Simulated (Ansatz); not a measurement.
# AlPt3N (built on the sites of a database entry of InNi3N): following an unstable mode, part 2 of 2

Which phase does AlPt3N (built on the sites of a database entry of InNi3N) fall into along its unstable mode, and how much energy does it gain?

Ansatz 0.2.0; DFT RPBE, scalar-relativistic, plane waves, PAW.

So far, highest frequency on the path or at a solved wavevector (cm⁻¹): step 2 (response at finite wavevector) 513. Also lowest frequency on the path (cm⁻¹): step 2 -140.

The structure was built from a prototype and need not be the compound's stable phase.

**4. The mode frozen in, largest atomic shift 0.14 Å**

The atoms are moved along the unstable eigenvector, the largest shift by 0.14 Å, with the cell fixed.

The input, input.yaml:

```yaml
crystal:
  lattice:
    - [4.2086436197, 0.0, 0.0]
    - [0.0, 4.2086436197, 0.0]
    - [0.0, 0.0, 8.4172872394]
  atoms:
    - { symbol: Al, position: [0.0, 0.0, 0.0] }
    - { symbol: Al, position: [0.0, 0.0, 0.5] }
    - { symbol: Pt, position: [0.5, 0.5, 0.5] }
    - { symbol: Pt, position: [0.5, 0.5, 0.0] }
    - { symbol: Pt, position: [0.5136102051, 0.0051960638, 0.25] }
    - { symbol: Pt, position: [0.4863897949, -0.0051960638, 0.75] }
    - { symbol: Pt, position: [-0.0051960638, 0.4863897949, 0.25] }
    - { symbol: Pt, position: [0.0051960638, 0.5136102051, 0.75] }
    - { symbol: "N", position: [0.476478182, 0.523521818, 0.25] }
    - { symbol: "N", position: [0.523521818, 0.476478182, 0.75] }
kpoints:
  mp_grid: { grid: [8, 8, 4] }
hamiltonian:
  xc: rpbe
scf:
  occupations: { method: methfessel_paxton, width: 0.2 }
output:
  forces: true
  stress: true
  eigenvalues: true
```

Launch:

```
> ansatz run input.yaml --threads 8 --pin off --max-ram 14336MiB --backend cpu --events-out ev --progress --plain --runs-dir out
```

Numbers of over 12 decimals in the logs are rounded to 6 here.

The program printed:

```text
[...]
Crystal: 10 atoms, lattice volume = 149.093 Å³
Basis set: ecut = 420 eV, 2881 PW (Γ), exchange–correlation on 60×60×120 points (8 copies of the dense FFT grid, shifted against one another)
Bands: 75, of which v1, the nominal top of the filled ones, is band 62 counted from 1 (61 counted from 0)
Symmetry: 8 space group operations
[...]
k-points: 63 of 256
[...]
k-point 0: bands = [... 58 lower, 16.3420, 16.3769, 16.3857, 16.5191, 17.6868, 18.0184, 18.0317, 18.1435, ... 9 higher]
  k-point 1: bands = [... 58 lower, 16.2654, 16.3074, 16.4426, 16.5096, 17.6490, 17.6558, 18.2175, 18.3292, ... 9 higher]
  k-point 2: bands = [... 58 lower, 16.1906, 16.1906, 16.4851, 16.4851, 17.5273, 17.5273, 18.4614, 18.4614, ... 9 higher]
  k-point 62: bands = [... 58 lower, 16.6074, 16.6074, 16.6532, 16.6532, 17.0986, 17.0986, 19.0616, 19.0616, ... 9 higher]
[key lines of the parts left out:]
SCF converged after 7 iterations
Free energy (F): -77069.168577 eV
Fermi energy:    17.133298 eV
P = ⅓ Tr σ = 0.2950 GPa (2.950 kbar)
```

Elapsed: 4.5 s, on 8 threads of Arm Neoverse V2, shared host; peak memory 1 GiB.

This step gave:

| Property | Result |
| --- | --- |
| pressure | 0.2950 GPa |
| energy from the undistorted cell | -4.677 meV/atom |

The energy, extrapolated to zero smearing, is -4.68 meV/atom against the undistorted cell.

The run ends at a pressure of 0.29 GPa, with forces up to 0.39 eV/Å.

**5. Energy along the mode, all amplitudes (two of the runs are shown above)**

An imaginary frequency means negative curvature, so the energy should fall and then rise again as anharmonic terms take over.

Numbers from this step:

- depth at the lowest point sampled: 4.677 meV/atom
- largest atomic shift at that point: 0.14 Å

The energy from the parent by largest atomic shift:

```
largest atomic shift (Å)  energy from the parent (meV/atom)
                   0.000                                  0
                   0.040                             -0.556
                   0.080                              -2.04
                   0.140                              -4.68
                   0.220                              -4.43
                   0.320                               8.99
```

Displacement at unit largest shift by atom:

```
atom   x (Å)   y (Å)  z (Å)   size
 Al1   0.000   0.000  0.000  0.000
 Al2   0.000   0.000  0.000  0.000
 Pt3   0.000   0.000  0.000  0.000
 Pt4   0.000   0.000  0.000  0.000
 Pt5   0.409   0.156  0.000  0.438
 Pt6  -0.409  -0.156  0.000  0.438
 Pt7  -0.156  -0.409  0.000  0.438
 Pt8   0.156   0.409  0.000  0.438
  N9  -0.707   0.707  0.000  1.000
 N10   0.707  -0.707  0.000  1.000
```

The lowest of the steps tried is at 0.14 Å, 4.68 meV/atom below the parent; the bottom of the well need not coincide with a step.

**6. Relaxation from the frozen mode**

Starting from the lowest point found, all atoms and the cell are let go, so that strain and other modes of the same symmetry can join in.

Changes to input.yaml since step 4:

```diff
@@ -26 +26,6 @@
   eigenvalues: true
+relax:
+  adjacent_minimum: "off"
+  f_tol: 0.002
+  max_steps: 120
+  cell: { stress_tol: 0.03 }
```

The program printed:

```text
[...]
Crystal: 10 atoms, lattice volume = 149.093 Å³
Basis set: ecut = 420 eV, 2881 PW (Γ), exchange–correlation on 60×60×120 points (8 copies of the dense FFT grid, shifted against one another)
Bands: 75, of which v1, the nominal top of the filled ones, is band 62 counted from 1 (61 counted from 0)
Symmetry: 8 space group operations
[...]
k-points: 63 of 256
[...]
SCF iter   1: F=—  HF=-77069.216918 eV  |F-HF|=—  |Δ(HF+E_count)|=         —  Δρ=1.10e-2  dr2=2.25e-1  ethr=1.77e-3  ⟨swp⟩=5.1  Hψ=16206  notcnv=0
[...]
SCF iter   7: F=-77069.168577 eV  HF=-77069.168577 eV  |F-HF|=1.66e-9  |Δ(HF+E_count)|=   8.67e-9  S|Δr|=    0.00e0  Δρ=3.16e-6  dr2=1.47e-8  ethr=8.06e-11  ⟨swp⟩=8.4  Hψ=17153  notcnv=0
SCF 1 converged in 7 iterations: F = -77069.168577 eV  dr2 = 1.47e-8
[...]
relax step   1: F+E_penalty+E_count = -77069.16857661 eV  Δ(F+E_penalty+E_count) = +0.000e0 eV  max|allowed force component| = 3.240e-1 eV/Å  Δτ_max = 0.0000 Å  P = +0.295 GPa  Ω = 149.093 Å³  (7 SCF iters, dr2 threshold 1.00e-7 eV, accepted)
Crystal: 10 atoms, lattice volume = 149.234 Å³
Basis set: ecut = 420 eV, 2883 PW (Γ), exchange–correlation on 60×60×120 points (8 copies of the dense FFT grid, shifted against one another)
[...]
SCF iter   6: F=-77069.287121 eV  HF=-77069.287121 eV  |F-HF|=4.83e-8  |Δ(HF+E_count)|=  5.97e-10  S|Δr|=    0.00e0  Δρ=8.58e-6  dr2=1.38e-7  ethr=8.06e-10  ⟨swp⟩=4.7  Hψ=14996  notcnv=0
SCF 2 converged in 6 iterations: F = -77069.287121 eV  dr2 = 1.38e-7
relax step   2: F+E_penalty+E_count = -77069.28712113 eV  Δ(F+E_penalty+E_count) = -1.185e-1 eV  max|allowed force component| = 4.076e-1 eV/Å  Δτ_max = 0.0755 Å  P = +0.115 GPa  Ω = 149.234 Å³  energy of the carried Pulay correction = -1.626e-4 eV  (6 SCF iters, dr2 threshold 1.00e-6 eV, accepted)
Crystal: 10 atoms, lattice volume = 149.493 Å³
Basis set: ecut = 420 eV, 2879 PW (Γ), exchange–correlation on 60×60×120 points (8 copies of the dense FFT grid, shifted against one another)
[...]
SCF iter   6: F=-77069.552567 eV  HF=-77069.552567 eV  |F-HF|=2.81e-7  |Δ(HF+E_count)|=   8.69e-7  S|Δr|=    0.00e0  Δρ=1.90e-5  dr2=6.87e-7  ethr=8.06e-10  ⟨swp⟩=5.7  Hψ=18481  notcnv=0
SCF 3 converged in 6 iterations: F = -77069.552567 eV  dr2 = 6.87e-7
relax step   3: F+E_penalty+E_count = -77069.55256708 eV  Δ(F+E_penalty+E_count) = -2.654e-1 eV  max|allowed force component| = 5.193e-1 eV/Å  Δτ_max = 0.1290 Å  P = +0.091 GPa  Ω = 149.493 Å³  energy of the carried Pulay correction = -4.603e-4 eV  (6 SCF iters, dr2 threshold 1.00e-6 eV, accepted)
[... from here on, the SCF cycles and remarks between the steps are left out ...]
relax step   4: F+E_penalty+E_count = -77070.06223644 eV  Δ(F+E_penalty+E_count) = -5.097e-1 eV  max|allowed force component| = 3.347e-1 eV/Å  Δτ_max = 0.1961 Å  P = +0.937 GPa  Ω = 149.491 Å³  energy of the carried Pulay correction = -4.579e-4 eV  (7 SCF iters, dr2 threshold 1.00e-6 eV, accepted)
relax step   5: F+E_penalty+E_count = -77070.50865097 eV  Δ(F+E_penalty+E_count) = -4.464e-1 eV  max|allowed force component| = 4.319e-1 eV/Å  Δτ_max = 0.1957 Å  P = +1.023 GPa  Ω = 150.633 Å³  energy of the carried Pulay correction = -1.764e-3 eV  (7 SCF iters, dr2 threshold 1.00e-6 eV, accepted)
relax step   6: F+E_penalty+E_count = -77070.69242810 eV  Δ(F+E_penalty+E_count) = -1.838e-1 eV  max|allowed force component| = 2.245e-1 eV/Å  Δτ_max = 0.1867 Å  P = +0.706 GPa  Ω = 152.018 Å³  energy of the carried Pulay correction = -3.335e-3 eV  (7 SCF iters, dr2 threshold 1.00e-6 eV, accepted)
relax step   7: F+E_penalty+E_count = -77070.71393236 eV  Δ(F+E_penalty+E_count) = -2.150e-2 eV  max|allowed force component| = 1.245e-1 eV/Å  Δτ_max = 0.1370 Å  P = -2.553 GPa  Ω = 154.682 Å³  energy of the carried Pulay correction = -6.316e-3 eV  (7 SCF iters, dr2 threshold 1.00e-6 eV, accepted)
relax step   8: F+E_penalty+E_count = -77070.74695363 eV  Δ(F+E_penalty+E_count) = -3.302e-2 eV  max|allowed force component| = 6.671e-2 eV/Å  Δτ_max = 0.0174 Å  P = +0.690 GPa  Ω = 151.366 Å³  energy of the carried Pulay correction = -2.597e-3 eV  (6 SCF iters, dr2 threshold 1.00e-6 eV, accepted)
relax step   9: F+E_penalty+E_count = -77070.75012224 eV  Δ(F+E_penalty+E_count) = -3.169e-3 eV  max|allowed force component| = 4.246e-2 eV/Å  Δτ_max = 0.0225 Å  P = +0.583 GPa  Ω = 151.352 Å³  energy of the carried Pulay correction = -2.581e-3 eV  (5 SCF iters, dr2 threshold 1.00e-6 eV, accepted)
relax step  10: F+E_penalty+E_count = -77070.75426214 eV  Δ(F+E_penalty+E_count) = -4.140e-3 eV  max|allowed force component| = 1.895e-2 eV/Å  Δτ_max = 0.0295 Å  P = -0.115 GPa  Ω = 151.887 Å³  energy of the carried Pulay correction = -3.187e-3 eV  (5 SCF iters, dr2 threshold 1.00e-6 eV, accepted)
relax step  11: F+E_penalty+E_count = -77070.75584043 eV  Δ(F+E_penalty+E_count) = -1.578e-3 eV  max|allowed force component| = 5.199e-3 eV/Å  Δτ_max = 0.0203 Å  P = -0.019 GPa  Ω = 151.949 Å³  energy of the carried Pulay correction = -3.258e-3 eV  (5 SCF iters, dr2 threshold 4.12e-7 eV, accepted)
relax step  12: F+E_penalty+E_count = -77070.75590393 eV  Δ(F+E_penalty+E_count) = -6.350e-5 eV  max|allowed force component| = 6.412e-3 eV/Å  Δτ_max = 0.0060 Å  P = +0.004 GPa  Ω = 151.949 Å³  energy of the carried Pulay correction = -3.257e-3 eV  (6 SCF iters, dr2 threshold 6.98e-9 eV, accepted)
relax step  13: F+E_penalty+E_count = -77070.75592172 eV  Δ(F+E_penalty+E_count) = -1.779e-5 eV  max|allowed force component| = 2.551e-4 eV/Å  Δτ_max = 0.0027 Å  P = -0.001 GPa  Ω = 151.960 Å³  energy of the carried Pulay correction = -3.270e-3 eV  (6 SCF iters, dr2 threshold 2.57e-9 eV, accepted)
relax step  14: F+E_penalty+E_count = -77070.79749605 eV  Δ(F+E_penalty+E_count) = -4.157e-2 eV  max|allowed force component| = 6.897e-3 eV/Å  Δτ_max = 0.0000 Å  P = +0.382 GPa  Ω = 151.960 Å³  stress off target by 1.12e0 GPa  SCF on the basis re-selected at this cell (its energy is not comparable with the rows above)  (7 SCF iters)
relax step  15: F+E_penalty+E_count = -77070.80458180 eV  Δ(F+E_penalty+E_count) = -7.086e-3 eV  max|allowed force component| = 8.697e-3 eV/Å  Δτ_max = 0.0136 Å  P = +0.418 GPa  Ω = 152.180 Å³  energy of the carried Pulay correction = -1.073e-4 eV  (5 SCF iters, dr2 threshold 1.00e-6 eV, accepted)
relax step  16: F+E_penalty+E_count = -77070.80537770 eV  Δ(F+E_penalty+E_count) = -7.959e-4 eV  max|allowed force component| = 1.547e-2 eV/Å  Δτ_max = 0.0180 Å  P = +0.155 GPa  Ω = 152.669 Å³  energy of the carried Pulay correction = -5.468e-4 eV  (5 SCF iters, dr2 threshold 8.24e-7 eV, accepted)
relax step  17: F+E_penalty+E_count = -77070.80537749 eV  Δ(F+E_penalty+E_count) = +2.121e-7 eV  max|allowed force component| = 4.947e-3 eV/Å  Δτ_max = 0.0060 Å  P = -0.069 GPa  Ω = 152.800 Å³  energy of the carried Pulay correction = -7.023e-4 eV  (5 SCF iters, dr2 threshold 6.27e-8 eV, accepted)
relax step  18: F+E_penalty+E_count = -77070.80545474 eV  Δ(F+E_penalty+E_count) = -7.724e-5 eV  max|allowed force component| = 1.133e-4 eV/Å  Δτ_max = 0.0005 Å  P = -0.001 GPa  Ω = 152.744 Å³  energy of the carried Pulay correction = -6.425e-4 eV  (4 SCF iters, dr2 threshold 1.62e-8 eV, accepted)
Basis set: ecut = 420 eV, 3001 PW (Γ), exchange–correlation on 60×60×108 points (8 copies of the dense FFT grid, shifted against one another)
[...]
SCF iter   6: F=-77070.806296 eV  HF=-77070.806296 eV  |F-HF|=0.00e0  |Δ(HF+E_count)|=    0.00e0  S|Δr|=    0.00e0  Δρ=4.42e-8  dr2=5.08e-12  ethr=1.00e-12  ⟨swp⟩=4.1  Hψ=13931  notcnv=0
SCF 19 converged in 6 iterations: F = -77070.806296 eV  dr2 = 5.08e-12
relax step  19: F+E_penalty+E_count = -77070.80629562 eV  Δ(F+E_penalty+E_count) = -8.409e-4 eV  max|allowed force component| = 1.363e-4 eV/Å  Δτ_max = 0.0000 Å  P = +0.003 GPa  Ω = 152.744 Å³  stress off target by 2.28e-2 GPa  SCF on the basis re-selected at this cell (its energy is not comparable with the rows above)  (6 SCF iters)
[...]
SCF converged after 6 iterations
[...]
Free energy (F): -77070.806296 eV
[...]
Internal energy: -77070.814387 eV  (E = F + TS)
E sigma→0 (E₀):  -77070.808319 eV
Entropy (-TS):   0.008092 eV (0.809 meV/atom)
Fermi energy:    16.192804 eV
[...]
--- Forces (eV/Å), atoms counted from 1 ---
  atom   1  Al    -0.00000000    -0.00000000     0.00000000
  atom   2  Al    -0.00000000    -0.00000000     0.00000000
  atom   3  Pt     0.00000000     0.00000000    -0.00000000
  atom   4  Pt     0.00000000     0.00000000    -0.00000000
  atom   5  Pt     0.00008183     0.00013627     0.00000000
  atom   6  Pt    -0.00008183    -0.00013627    -0.00000000
  atom   7  Pt    -0.00013627    -0.00008183    -0.00000000
  atom   8  Pt     0.00013627     0.00008183     0.00000000
  atom   9  N     -0.00000048     0.00000048     0.00000000
  atom  10  N      0.00000048    -0.00000048    -0.00000000
  max |Σ_I F_I| component: 3.72e-28 eV/Å
--- Stress (GPa, compression-positive) ---
        0.009396       0.013401      -0.000000
        0.013401       0.009396       0.000000
       -0.000000       0.000000      -0.009930
  P = ⅓ Tr σ = 0.0030 GPa (0.030 kbar)
--- Band table (eV; the first three rows and the last of 63) ---
  k-point 0: bands = [... 58 lower, 15.3238, 15.7469, 15.8568, 16.1613, 16.3592, 16.8082, 18.1151, 18.4179, ... 9 higher]
  k-point 1: bands = [... 58 lower, 15.3013, 15.4581, 15.9441, 16.2916, 16.3066, 16.9015, 17.8962, 18.1845, ... 9 higher]
  k-point 2: bands = [... 58 lower, 15.2644, 15.2644, 16.1263, 16.1263, 16.6743, 16.6743, 17.8604, 17.8604, ... 9 higher]
  k-point 62: bands = [... 58 lower, 15.1651, 15.1651, 15.1683, 15.1683, 16.0999, 16.0999, 18.2160, 18.2160, ... 9 higher]
--- Relaxed structure (17 steps of the walk, 17 accepted, 2 SCFs on fresh bases) ---
  F+E_penalty+E_count = -77070.80629562 eV   max|allowed force component| = 1.363e-4 eV/Å   (the final SCF, on the basis selected at the relaxed cell)
  cell:  # Å, volume = 152.7437 Å³
    - [4.390000, 0.475937, 0.0]
    - [0.475937, 4.390000, 0.0]
    - [0.0, 0.0, 8.019903]
  atoms:
    - { symbol: Al, position: [4.211975905292133e-19, 1.565000221691122e-18, 0] }
    - { symbol: Al, position: [4.211975905292139e-19, 1.565000221691122e-18, 0.500000] }
    - { symbol: Pt, position: [0.500000, 0.500000, 0.500000] }
    - { symbol: Pt, position: [0.500000, 0.500000, 0] }
    - { symbol: Pt, position: [0.680495, -0.088715, 0.250000] }
    - { symbol: Pt, position: [0.319505, 0.088715, 0.750000] }
    - { symbol: Pt, position: [0.088715, 0.319505, 0.250000] }
    - { symbol: Pt, position: [-0.088715, 0.680495, 0.750000] }
    - { symbol: N, position: [0.582214, 0.417786, 0.250000] }
    - { symbol: N, position: [0.417786, 0.582214, 0.750000] }
```

Elapsed: 98 s, on 8 threads; peak memory 1.1 GiB.

Relaxation path:

```
step  energy less that of the first step (eV)  largest force component (eV/Å)  pressure (GPa)  volume (Å³)
   1                                   0.0000                          0.3240            0.29       149.09
   2                                  -0.1185                          0.4076            0.11       149.23
   3                                  -0.3840                          0.5193            0.09       149.49
   4                                  -0.8937                          0.3347            0.94       149.49
   5                                  -1.3401                          0.4319            1.02       150.63
   6                                  -1.5239                          0.2245            0.71       152.02
   7                                  -1.5454                          0.1245           -2.55       154.68
   8                                  -1.5784                          0.0667            0.69       151.37
   9                                  -1.5815                          0.0425            0.58       151.35
  10                                  -1.5857                          0.0190           -0.11       151.89
  11                                  -1.5873                          0.0052           -0.02       151.95
  12                                  -1.5873                          0.0064            0.00       151.95
  13                                  -1.5873                          0.0003            0.00       151.96
 14*                                  -1.6289                          0.0069            0.38       151.96
  15                                  -1.6360                          0.0087            0.42       152.18
  16                                  -1.6368                          0.0155            0.16       152.67
  17                                  -1.6368                          0.0049           -0.07       152.80
  18                                  -1.6369                          0.0001            0.00       152.74
 19*                                  -1.6377                          0.0001            0.00       152.74
```

Relaxation steps marked * repeat the geometry before them on a plane-wave basis chosen anew for their cell, so energy and pressure can jump there.

The run keeps the 8 symmetry operations that it works with, so distortions that break them were not tested.

```
     cell as run  before  after   change
           a (Å)   4.209  4.416   +4.9 %
           b (Å)   4.209  4.416   +4.9 %
           c (Å)   8.417  8.020   -4.7 %
           γ (°)   90.00  77.63  -13.7 %
volume (Å³/atom)   14.91  15.27   +2.4 %
```

The atoms that moved most (Å, as changes of fractional coordinates times the final cell):

```
atom      dx      dy     dz  length
 Pt7   0.333  -0.688  0.000   0.764
 Pt6  -0.688   0.333  0.000   0.764
 Pt5   0.688  -0.333  0.000   0.764
 Pt8  -0.333   0.688  0.000   0.764
 N10  -0.414   0.414  0.000   0.585
  N9   0.414  -0.414  0.000   0.585
```

The relaxed structure:

```xyz
10
Lattice="4.3900 0.4759 0.0000 0.4759 4.3900 0.0000 0.0000 0.0000 8.0199" Properties=species:S:1:pos:R:3 pbc="T T T"
Al    0.0000    0.0000    0.0000
Al    0.0000    0.0000    4.0100
Pt    2.4330    2.4330    4.0100
Pt    2.4330    2.4330    0.0000
Pt    2.9451   -0.0656    2.0050
Pt    1.4449    0.5415    6.0149
Pt    0.5415    1.4449    2.0050
Pt   -0.0656    2.9451    6.0149
N     2.7548    2.1112    2.0050
N     2.1112    2.7548    6.0149
```

Numbers from this step:

```
pressure        : 0.002954 GPa
volume per atom : 15.27 Å³
```

The distorted start has space group Cmcm; the relaxation ends in Cmcm.

**7. Summary of results**

* unstable mode of the parent: q = (0, 0, -0.5), 106i cm⁻¹
* depth at the lowest point sampled: 4.68 meV/atom
* largest atomic shift at that point: 0.14 Å
* space group reached (within 0.01 Å): Cmcm
* energy gained over the parent (first relaxation, on the mesh of the frozen mode): 168 meV/atom
* volume per atom, phase reached: 15.3 Å³

**Reading.** From this start the structure relaxes into Cmcm, 168 meV/atom below the parent. At the parent's cell the well is 4.677 meV/atom deep on the steps tried, with its lowest point at a shift of 0.14 Å. Relaxing atoms and cell changes the gain by +163.79 meV/atom against the lowest step (energies at zero smearing). Most of the total comes from this relaxation. The frozen pattern makes up only 0 % of the final shifts of the atoms, so other modes or strain give most of the change. The modes of the phase reached were not computed on this path. Of the 6 patterns followed to their end from this parent, this one ends 192 meV/atom above the lowest, Pmma. Each path keeps the symmetry of its pattern, so a lower phase may lie along a pattern not tried. With no gap, or one that is small against the smearing, the frequencies hang on the k mesh and the smearing, most of all near Kohn anomalies. Spin-orbit coupling is left out, which can matter for the heavy elements here. The starting cell was built on a prototype and not taken from a measurement, so the phase need not exist.

[Logs are printed without paths, hosts, clocks, repeated set-up lines and the standing remarks that a program may print on its own settings, such as how far it seeks lower states.]

[Hosts, paths, dates, database ids (printed as entryN), source tags and the programs' standing remarks are cut or masked in the printed files.]
